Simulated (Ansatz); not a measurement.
# Direct or indirect: NaCl (Fm-3m)

```
Cl Na
1.0
     0.00000    2.81000    2.81000
     2.81000    0.00000    2.81000
     2.81000    2.81000    0.00000
Cl Na
1 1
Direct
  0.50000 0.50000 0.50000
  0.00000 0.00000 0.00000
```

Method: Ansatz, PBE, independent particles, without spin-orbit coupling, line width 0.15 eV (Gaussian). The band structure gives a fundamental gap of 5.15 eV. The spectrum of vertical transitions near the edge:

```tsv
E (eV)	Im ε, E ∥ xyz
4.68	0.00
4.80	0.00
4.92	0.00
5.04	0.03
5.16	0.12
5.28	0.27
5.40	0.39
5.52	0.48
5.64	0.55
5.76	0.61
5.88	0.66
6.00	0.71
6.12	0.76
6.24	0.81
6.36	0.86
```

Problem. Is the gap direct or indirect, and about where do vertical transitions set in?

Solution. Direct: the band path has its least direct gap at the fundamental one, 5.15 eV, and the curves rise from there. Lines are broadened by 0.15 eV, which spreads the edge.

[Logs are printed without paths, hosts, clocks, repeated set-up lines and the standing remarks that a program may print on its own settings, such as how far it seeks lower states.]
